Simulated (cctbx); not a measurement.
## YbGaOs2: precision against data quality

Space group P6_3/mmc (no. 194), a = 4.4110 Å, b = 4.4110 Å, c = 8.6150 Å, α = 90.00°, β = 90.00°, γ = 120.00°.

```
atom  mult.    x    y       z  Ueq (Å²)
 Os1      4  2/3  1/3  0.4034    0.0118
 Yb1      2  2/3  1/3     3/4    0.0084
 Ga1      2    0    0     1/2    0.0141
```

The model is made up (kin elements in a known structure type, no relaxation), so it says nothing on whether the phase exists.

Five simulated data sets (cctbx; Mo Kα, λ = 0.71073 Å; 3 % proportional error) differ in resolution or exposure (noise floor 15 counts in the first three, 8 in the last two). Each is refined with the right model, isotropic at 1.1 Å and anisotropic otherwise. How do the figures of merit and the uncertainties move?

| d min (Å) | top counts | ⟨I/σ⟩ (unmerged, absences included) | unique | param. (scale apart) | Rint | R1 | GooF | largest s.u. xyz (fractional) | s.u. U of Ga1 (Å²) | largest error (Å) |
| --- | --- | --- | --- | --- | --- | --- | --- | --- | --- | --- |
| 1.1 | 70000 | 19.3 | 33 | 4 | 0.023 | 0.0053 | 0.87 | 0.00003 | 0.0004 | 0.0002 |
| 0.84 | 70000 | 17.4 | 67 | 7 | 0.024 | 0.0054 | 0.88 | 0.00002 | 0.0002 | 0.0004 |
| 0.6 | 70000 | 14.8 | 164 | 7 | 0.027 | 0.0061 | 0.88 | 0.00001 | 0.0001 | 0.0000 |
| 0.75 | 300 | 1.4 | 91 | 7 | 0.322 | 0.0425 | 0.83 | 0.00036 | 0.0041 | 0.0065 |
| 0.75 | 3000 | 5.8 | 91 | 7 | 0.063 | 0.0126 | 0.83 | 0.00006 | 0.0007 | 0.0009 |

The number of reflections grows roughly as 1/d³: 33, 67 and 164 here. R1 follows the noise rather than the truth: at 300 counts it is 0.0425, at 3000 counts 0.0126, while GooF is 0.83 and 0.83: the weights 1/σ² carry the noise. The s.u. of U (U11 where anisotropic) for Ga1 goes 0.0004, 0.0002, 0.0001 Å² with resolution and 0.0041, 0.0007 Å² with exposure.

Hardware for the 0.6 Å refinement: 0.51 s on 1 thread of Arm Neoverse N1 (shared host), peak memory 0.09 GiB.

[Logs are printed without paths, hosts, clocks, repeated set-up lines and the standing remarks that a program may print on its own settings, such as how far it seeks lower states.]
